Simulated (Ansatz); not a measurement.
# CuF (model cell, started as CsCl type): from the cell to its phonons

How does CuF (model cell, started as CsCl type) vibrate, and is this structure a minimum?

Method: DFT r2SCAN, scalar-relativistic, plane waves, PAW, in Ansatz 0.2.0.

The structure was built from a prototype and need not be the compound's stable phase.

### 1. The structure

It takes space group Pm-3m (No. 221, cubic). The conventional cell has a = 2.522 Å, b = 2.522 Å, c = 2.522 Å, α = 90.00°, β = 90.00°, γ = 90.00°. Nearest to Cu lie 8 F at 2.18 Å. F has 8 Cu at 2.18 Å nearest. Farther neighbours and most contacts between anions are not listed.

### 2. Rough relaxation

The start is far from rest, so a relaxation with loose tolerances brings it close first.

Input file input.yaml:

```yaml
crystal:
  lattice:
    - [2.52187, 0.0, 0.0]
    - [0.0, 2.52187, 0.0]
    - [0.0, 0.0, 2.52187]
  atoms:
    - { symbol: Cu, position: [0.0, 0.0, 0.0] }
    - { symbol: F, position: [0.5, 0.5, 0.5] }
kpoints:
  mp_grid: { grid: [8, 8, 8] }
hamiltonian:
  xc: r2scan
scf:
  occupations: { method: gaussian, width: 0.1 }
output:
  forces: true
  stress: true
  eigenvalues: true
relax:
  adjacent_minimum: "off"
  f_tol: 0.05
  max_steps: 80
  cell: { stress_tol: 0.5 }
```

On the command line:

```
ansatz run input.yaml --threads 4 --pin off --max-ram 7168MiB --backend cpu --events-out ev --progress --plain --runs-dir out
```

Numbers of over 12 decimals in the logs are rounded to 6 here.

The program printed:

```text
The last accepted step is kept in <dir> (removed where the run ends without a failure and the disk answers)
Engine: ansatz 0.2.0, aarch64-unknown-linux-gnu
Pseudopotentials: kind: paw
Pseudopotential: Cu, paw, valence charge 19, recommended cutoff 500 eV (meta_gga), Cu.paw.azcp
Pseudopotential: F, paw, valence charge 7, recommended cutoff 500 eV (meta_gga), F.paw.azcp
Functional definition: r2SCAN
[...]
--- Relaxed structure (5 steps of the walk, 5 accepted, 1 SCFs on fresh bases) ---
  F+E_penalty+E_count = -7439.88617230 eV   max|allowed force component| = 2.892e-29 eV/Å   (the final SCF, on the basis selected at the relaxed cell)
  cell:  # Å, volume = 20.5018 Å³
    - [2.736933, 0, 0]
    - [0, 2.736933, 0]
    - [0, 0, 2.736933]
  atoms:
    - { symbol: Cu, position: [0, 0, 0] }
    - { symbol: F, position: [0.500000, 0.500000, 0.500000] }
[key lines of the parts left out:]
SCF converged after 7 iterations
Free energy (F): -7439.886172 eV
Fermi energy:    11.422591 eV
P = ⅓ Tr σ = 0.2143 GPa (2.143 kbar)
```

It took 3.7 s on 4 threads of Arm Neoverse V1, shared host; peak memory 0.33 GiB.

Relaxation path:

| step | energy less that of the first step (eV) | largest force component (eV/Å) | pressure (GPa) | volume (Å³) |
| --- | --- | --- | --- | --- |
| 1 | 0.0000 | 0.0000 | 50.87 | 16.04 |
| 2 | -0.3544 | 0.0000 | 25.82 | 17.57 |
| 3 | -0.5354 | 0.0000 | 6.72 | 19.48 |
| 4 | -0.5538 | 0.0000 | -0.81 | 20.64 |
| 5 | -0.5543 | 0.0000 | -0.02 | 20.50 |
| 6* | -0.5632 | 0.0000 | 0.21 | 20.50 |

Relaxation steps marked * repeat the geometry before them on a plane-wave basis chosen anew for their cell, so energy and pressure can jump there.

Forces are held to the 48 operations that the run works with; a distortion that breaks them can't arise in this run.

| conventional cell, symmetrised | before | after | change |
| --- | --- | --- | --- |
| a (Å) | 2.522 | 2.737 | +8.5 % |
| b (Å) | 2.522 | 2.737 | +8.5 % |
| c (Å) | 2.522 | 2.737 | +8.5 % |
| volume (Å³/atom) | 8.02 | 10.25 | +27.8 % |

Final coordinates:

```xyz
2
Lattice="2.7369 0.0000 0.0000 0.0000 2.7369 0.0000 0.0000 0.0000 2.7369" Properties=species:S:1:pos:R:3 pbc="T T T"
Cu    0.0000    0.0000    0.0000
F     1.3685    1.3685    1.3685
```

This step gave:

```yaml
pressure: 0.2143 GPa
volume_per_atom: 10.25 Å³
gap_on_the_k_mesh: 0 eV
```

In this step the volume went from 8.02 to 10.25 Å³/atom.

### 3. Relaxation

Harmonic phonons are second derivatives at a point where the forces vanish, and they are wanted at zero stress, so atoms and cell are relaxed first.

Input file input.yaml:

```yaml
crystal:
  lattice:
    - [2.7369331033, 0.0, 0.0]
    - [0.0, 2.7369331033, 0.0]
    - [0.0, 0.0, 2.7369331033]
  atoms:
    - { symbol: Cu, position: [0.0, 0.0, 0.0] }
    - { symbol: F, position: [0.5, 0.5, 0.5] }
kpoints:
  mp_grid: { grid: [14, 14, 14] }
hamiltonian:
  xc: r2scan
scf:
  occupations: { method: gaussian, width: 0.1 }
output:
  forces: true
  stress: true
  eigenvalues: true
  write_density: true
  write_potential: true
  elf: true
  volumetric_format: npy
relax:
  adjacent_minimum: "off"
  f_tol: 0.005
  max_steps: 80
  cell: { stress_tol: 0.05 }
```

The program printed:

```text
[...]
Crystal: 2 atoms, lattice volume = 20.502 Å³
Basis set: ecut = 500 eV, 485 PW (Γ), exchange–correlation on 80×80×80 points (64 copies of the dense FFT grid, shifted against one another)
Bands: 17, of which v1, the nominal top of the filled ones, is band 13 counted from 1 (12 counted from 0)
Symmetry: 48 space group operations
[...]
k-points: 120 of 2744
[...]
SCF iter   1: F=—  HF=-7439.916734 eV  |F-HF|=—  |Δ(HF+E_count)|=         —  Δρ=4.47e-2  dr2=2.27e-1  dr2_τ=1.86e-2  ethr=1.77e-3  ⟨swp⟩=4.7  Hψ=8504  notcnv=0
[...]
SCF iter   7: F=-7439.886244 eV  HF=-7439.886244 eV  |F-HF|=5.73e-10  |Δ(HF+E_count)|=   1.08e-7  Δρ=3.66e-6  dr2=8.27e-10  dr2_τ=3.34e-10  ethr=2.43e-10  ⟨swp⟩=7.4  Hψ=11488  notcnv=0
SCF 1 converged in 7 iterations: F = -7439.886244 eV  dr2 = 8.27e-10
[...]
relax step   1: F+E_penalty+E_count = -7439.88624354 eV  Δ(F+E_penalty+E_count) = +0.000e0 eV  max|allowed force component| = 1.091e-29 eV/Å  Δτ_max = 0.0000 Å  P = +0.293 GPa  Ω = 20.502 Å³  (7 SCF iters, dr2 threshold 1.00e-7 eV, accepted)
Crystal: 2 atoms, lattice volume = 20.530 Å³
[...]
SCF iter   4: F=-7439.886239 eV  HF=-7439.886239 eV  |F-HF|=1.70e-7  |Δ(HF+E_count)|=   3.51e-7  Δρ=4.77e-5  dr2=1.83e-7  dr2_τ=1.65e-8  ethr=7.69e-10  ⟨swp⟩=6.0  Hψ=12245  notcnv=0
SCF 2 converged in 4 iterations: F = -7439.886239 eV  dr2 = 1.83e-7
relax step   2: F+E_penalty+E_count = -7439.88623875 eV  Δ(F+E_penalty+E_count) = +4.791e-6 eV  max|allowed force component| = 5.325e-30 eV/Å  Δτ_max = 0.0000 Å  P = +0.139 GPa  Ω = 20.530 Å³  energy of the carried Pulay correction = -4.183e-5 eV  (4 SCF iters, dr2 threshold 2.00e-7 eV, accepted)
Crystal: 2 atoms, lattice volume = 20.555 Å³
[...]
SCF iter   5: F=-7439.886212 eV  HF=-7439.886212 eV  |F-HF|=1.10e-8  |Δ(HF+E_count)|=   5.22e-9  Δρ=2.15e-5  dr2=3.76e-8  dr2_τ=8.00e-10  ethr=1.85e-10  ⟨swp⟩=6.9  Hψ=10811  notcnv=0
SCF 3 converged in 5 iterations: F = -7439.886212 eV  dr2 = 3.76e-8
relax step   3: F+E_penalty+E_count = -7439.88621167 eV  Δ(F+E_penalty+E_count) = +2.708e-5 eV  max|allowed force component| = 1.118e-30 eV/Å  Δτ_max = 0.0000 Å  P = -0.001 GPa  Ω = 20.555 Å³  energy of the carried Pulay correction = -7.962e-5 eV  (5 SCF iters, dr2 threshold 4.82e-8 eV, accepted)
[...]
SCF iter   5: F=-7439.886286 eV  HF=-7439.886286 eV  |F-HF|=1.36e-11  |Δ(HF+E_count)|=   1.50e-9  Δρ=4.43e-7  dr2=1.86e-11  dr2_τ=2.11e-12  ethr=1.00e-12  ⟨swp⟩=4.0  Hψ=10137  notcnv=0
SCF 4 converged in 5 iterations: F = -7439.886286 eV  dr2 = 1.86e-11
relax step   4: F+E_penalty+E_count = -7439.88628611 eV  Δ(F+E_penalty+E_count) = -7.444e-5 eV  max|allowed force component| = 4.404e-30 eV/Å  Δτ_max = 0.0000 Å  P = -0.002 GPa  Ω = 20.555 Å³  stress off target by 2.07e-3 GPa  SCF on the basis re-selected at this cell (its energy is not comparable with the rows above)  (5 SCF iters)
[...]
SCF converged after 5 iterations
Free energy (F): -7439.886286 eV
[...]
Internal energy: -7439.881556 eV  (E = F + TS)
E sigma→0 (E₀):  -7439.883921 eV
Entropy (-TS):   -0.004730 eV (-2.365 meV/atom)
Fermi energy:    11.334958 eV
[...]
--- Stress (GPa, compression-positive) ---
       -0.002075       0.000000       0.000000
        0.000000      -0.002075       0.000000
        0.000000       0.000000      -0.002075
  P = ⅓ Tr σ = -0.0021 GPa (-0.021 kbar)
--- Band table (eV; the first three rows and the last of 120) ---
  k-point 0: bands = [... 9 lower, 9.4183, 9.8157, 10.9151, 10.9151, 10.9151, 27.3219, 27.3219, 29.2228]
  k-point 1: bands = [... 9 lower, 9.4984, 10.1008, 10.9176, 10.9225, 10.9225, 26.3186, 27.3772, 29.2171]
  k-point 2: bands = [... 9 lower, 9.7030, 10.7862, 10.9247, 10.9440, 10.9440, 24.6813, 27.5438, 29.1933]
  k-point 119: bands = [... 9 lower, 11.2117, 11.2117, 11.3241, 11.3241, 18.7828, 18.7828, 18.7828, 23.4603]
--- Relaxed structure (3 steps of the walk, 3 accepted, 1 SCFs on fresh bases) ---
[...]
cell:  # Å, volume = 20.5546 Å³
    - [2.739280, 0, 0.0]
    - [0, 2.739280, 0.0]
    - [0.0, 0.0, 2.739280]
  atoms:
    - { symbol: Cu, position: [0, 0, 0] }
    - { symbol: F, position: [0.5, 0.5, 0.5] }
```

It took 5.6 s on 4 threads; peak memory 0.39 GiB; 21 s of CPU time.

Little changed from the start: no atom moved by 0.005 Å and no cell edge by 0.1 %.

This step gave:

```
pressure        : -0.002075 GPa
volume per atom : 10.28 Å³
```

ELF in the ac plane at fractional y = 0.000, with atoms of Cu within 0.2 Å of it. It is the smooth field of the valence electrons, not physical close to the nuclei.

Ten even steps from '_' (0.03) to '@' (0.92):
```
@@%%==::..__________..::==%%
++==--....__________....--==
::::....______________....::
......__________________....
..__________________________
____________________________
____________________________
____________________________
..__________________________
......__________________....
::::....______________....::
++==--....__________....--==
@@%%==::..__________..::==%%
@@@@++::....______....::++@@
```
Columns run along a (2.7 Å), rows up along c (2.7 Å). Atoms in or near the plane, at fractional coordinates: Cu at (0.00, 0.00).

Valence density in the ac plane at fractional y = 0.000, with atoms of Cu within 0.2 Å of it. It is the smooth field of the valence electrons, not physical close to the nuclei.

Ten steps, logarithmic in the rise over the least value, from '_' (0 e/Å³) to '@' (71 e/Å³):
```
@@%%**--..__________..--**%%
****==::..__________..::==**
==--::..______________..::--
......__________________....
____________________________
____________________________
____________________________
____________________________
____________________________
......__________________....
==--::..______________..::--
****==::..__________..::==**
@@%%**--..__________..--**%%
@@@@**==..__________..==**@@
```
Columns run along a (2.7 Å), rows up along c (2.7 Å). Atoms in or near the plane, at fractional coordinates: Cu at (0.00, 0.00).

Electrostatic potential energy in the ac plane at fractional y = 0.000, with atoms of Cu within 0.2 Å of it. With pseudopotentials it is smooth inside the atoms' cores, unlike the true potential.

Ten even steps from '0' (-39 eV) to '9' (14 eV):
```
00026899986200
00147899987410
12468999998642
56789999999876
88899999999988
99999999999999
99999999999999
99999999999999
88899999999988
56789999999876
12468999998642
00147899987410
00026899986200
00015899985100
```
Columns run along a (2.7 Å; values clipped at the 3rd and 97th percentile), rows up along c (2.7 Å). Atoms in or near the plane, at fractional coordinates: Cu at (0.00, 0.00).

In this step the volume went from 10.25 to 10.28 Å³/atom.

### 4. Relaxing to small forces for the phonons

Phonons need a cell at rest on their own settings, so the relaxation is repeated with tight tolerances on forces and stress, using the mesh and the filling of the phonon run that follows.

Input file input.yaml:

```yaml
crystal:
  lattice:
    - [2.7392795287, 0.0, 0.0]
    - [0.0, 2.7392795287, 0.0]
    - [0.0, 0.0, 2.7392795287]
  atoms:
    - { symbol: Cu, position: [0.0, 0.0, 0.0] }
    - { symbol: F, position: [0.5, 0.5, 0.5] }
kpoints:
  mp_grid: { grid: [16, 16, 16] }
hamiltonian:
  xc: r2scan
scf:
  occupations: { method: methfessel_paxton, width: 0.15 }
output:
  forces: true
  stress: true
  eigenvalues: true
relax:
  adjacent_minimum: "off"
  f_tol: 0.001
  max_steps: 60
  cell: { stress_tol: 0.01 }
```

The program printed:

```text
[...]
Crystal: 2 atoms, lattice volume = 20.555 Å³
Basis set: ecut = 500 eV, 485 PW (Γ), exchange–correlation on 80×80×80 points (64 copies of the dense FFT grid, shifted against one another)
Bands: 17, of which v1, the nominal top of the filled ones, is band 13 counted from 1 (12 counted from 0)
Symmetry: 48 space group operations
[...]
k-points: 165 of 4096
[...]
k-point 164: bands = [... 9 lower, 11.2234, 11.2234, 11.3417, 11.3417, 18.7992, 18.7992, 18.7992, 23.4865]
--- Relaxed structure (3 steps of the walk, 3 accepted, 1 SCFs on fresh bases) ---
[...]
cell:  # Å, volume = 20.5363 Å³
    - [2.738467, 0, 0]
    - [0, 2.738467, 0]
    - [0, 0, 2.738467]
  atoms:
    - { symbol: Cu, position: [0, 0, 0] }
    - { symbol: F, position: [0.5, 0.5, 0.5] }
[key lines of the parts left out:]
SCF converged after 5 iterations
Free energy (F): -7439.881798 eV
Fermi energy:    11.313488 eV
P = ⅓ Tr σ = 0.0005 GPa (0.005 kbar)
```

It took 6.8 s on 4 threads; peak memory 0.41 GiB.

Little changed from the start: no atom moved by 0.005 Å and no cell edge by 0.1 %.

This step gave:

| Item | Value |
| --- | --- |
| pressure | 4.72e-4 GPa |
| volume per atom | 10.27 Å³ |

The forces vanish by symmetry and the pressure is 0.000 GPa, within the tolerances set. The cell now holds 10.27 Å³/atom.

### 5. Modes at Γ

The zone centre comes first: it holds the modes that light can see, as far as symmetry allows. No field response is asked, since the mesh shows no gap.

input.yaml, the sections that differ from step 4:

```yaml
crystal:
  lattice:
    - [2.7384665451, 0.0, 0.0]
    - [0.0, 2.7384665451, 0.0]
    - [0.0, 0.0, 2.7384665451]
  atoms:
    - { symbol: Cu, position: [0.0, 0.0, 0.0] }
    - { symbol: F, position: [0.5, 0.5, 0.5] }
output:
  eigenvalues: true
phonons:
  method: dfpt
# kpoints, hamiltonian, scf: as in step 4
# relax: removed
```

The program printed:

```text
[...]
Crystal: 2 atoms, lattice volume = 20.536 Å³
Basis set: ecut = 500 eV, 485 PW (Γ), exchange–correlation on 200×200×200 points (1000 copies of the dense FFT grid, shifted against one another)
Bands: 17, of which v1, the nominal top of the filled ones, is band 13 counted from 1 (12 counted from 0)
Symmetry: 48 space group operations
k-points: 405 of 4096 (irreducible under 8 space group operations, time reversal used)
[...]
SCF iter   1: F=—  HF=-7439.911284 eV  |F-HF|=—  |Δ(HF+E_count)|=         —  Δρ=4.43e-2  dr2=2.22e-1  dr2_τ=1.90e-2  ethr=1.77e-3  ⟨swp⟩=4.4  Hψ=28337  notcnv=0
[...]
SCF iter  10: F=-7439.881804 eV  HF=-7439.881804 eV  |F-HF|=1.82e-12  |Δ(HF+E_count)|=  1.00e-11  S|Δr|=    0.00e0  Δρ=2.94e-8  dr2=7.84e-14  dr2_τ=2.90e-15  ethr=1.00e-12  ⟨swp⟩=5.0  Hψ=28011  notcnv=0
SCF 1 converged in 10 iterations: F = -7439.881804 eV  dr2 = 7.84e-14
[...]
DFPT response loops at Γ: preconditioner auto → Kerker (q_TF=auto, 2.838 Å⁻¹) (partly filled bands, converged f_vac=0.000); β = 1.00, the filter's whole step (`scf.mixing.beta` (0.50) is not read by the response loops under this deck's `scf.mixing.preconditioner`; to damp them name `kerker` or `kerker_dos`, under which they read `scf.mixing.beta`, and type it under 1.00, their step now; both keys bind the ground state too); Broyden in place of MSR1
SCF converged after 10 iterations
[...]
Free energy (F): -7439.881804 eV
[...]
Internal energy: -7439.889775 eV  (E = F + TS)
E sigma→0 (E₀):  -7439.883797 eV
Entropy (-TS):   0.007971 eV (3.986 meV/atom)
Fermi energy:    11.313483 eV
[...]
--- Band table (eV; the first three rows and the last of 405) ---
  k-point 0: bands = [... 9 lower, 9.4328, 9.8326, 10.9233, 10.9233, 10.9233, 27.3430, 27.3430, 29.2500]
  k-point 1: bands = [... 9 lower, 9.4954, 10.0547, 10.9252, 10.9290, 10.9290, 26.5267, 27.3853, 29.2457]
  k-point 2: bands = [... 9 lower, 9.6572, 10.6107, 10.9307, 10.9459, 10.9459, 25.1295, 27.5128, 29.2286]
  k-point 404: bands = [... 9 lower, 11.2234, 11.2234, 11.3417, 11.3417, 18.7992, 18.7992, 18.7992, 23.4865]
--- Phonons (Γ-DFPT): 2 representative perturbations + reference, on 405 of 4096 k-points (Σ response iterations 14) ---
  k mesh reduced under 8 symmetry operations, with k and −k counted as one. Each operation leaves every solved perturbation unchanged. A smaller set is not considered because the functional reads the kinetic-energy density
  ASR residual: 2.499e-5 → 0.000e0 eV/Å²; symmetrization residual: 1.694e-6 eV/Å²
  ASR residual per site (eV/Å²): 2.50e-5 1.60e-5
  Γ frequencies (cm⁻¹): 0.00 0.00 0.00 69.33 69.33 69.33
  non-analytic LO–TO correction: not included (Born effective charges unavailable; polar crystals: no LO–TO splitting at Γ)
```

Run time: 32 s. Hardware: 4 threads; peak memory 2.2 GiB.

This step gave:

```yaml
sum_rule_residual_before_enforcement: 2.50e-5 eV/Å²
point_group: m-3m
highest_optical_mode_at_the_zone_centre_no_lo_to_term: 69.33 cm⁻¹
lowest_optical_zone_centre_mode: 69.33 cm⁻¹
```

Patterns of degenerate modes are one choice out of their space. The modes at Γ (shares of kinetic energy by element, %):

| mode | frequency (cm⁻¹) | symmetry | Cu % | F % |
| --- | --- | --- | --- | --- |
| 1 | 0.0 | acoustic | 77 | 23 |
| 2 | 0.0 | acoustic | 77 | 23 |
| 3 | 0.0 | acoustic | 77 | 23 |
| 4 | 69.3 | T1u | 23 | 77 |
| 5 | 69.3 | T1u | 23 | 77 |
| 6 | 69.3 | T1u | 23 | 77 |

Displacements in mode 5 (69.3 cm⁻¹), the largest set to 1:
```
Cu1 -0.30  0.00  0.00
F2   1.00  0.00  0.00
```

Before it was imposed, the acoustic sum rule was missed by 2.5e-5 eV/Å². Small misses are needed for a sound result but don't prove that mesh and cutoff are converged. The lowest optical mode is real, 69.3 cm⁻¹.

(Part 1 of 2 ends here.)

[Logs are printed without paths, hosts, clocks, repeated set-up lines and the standing remarks that a program may print on its own settings, such as how far it seeks lower states.]

[Hosts, paths, dates, database ids (printed as entryN), source tags and the programs' standing remarks are cut or masked in the printed files.]
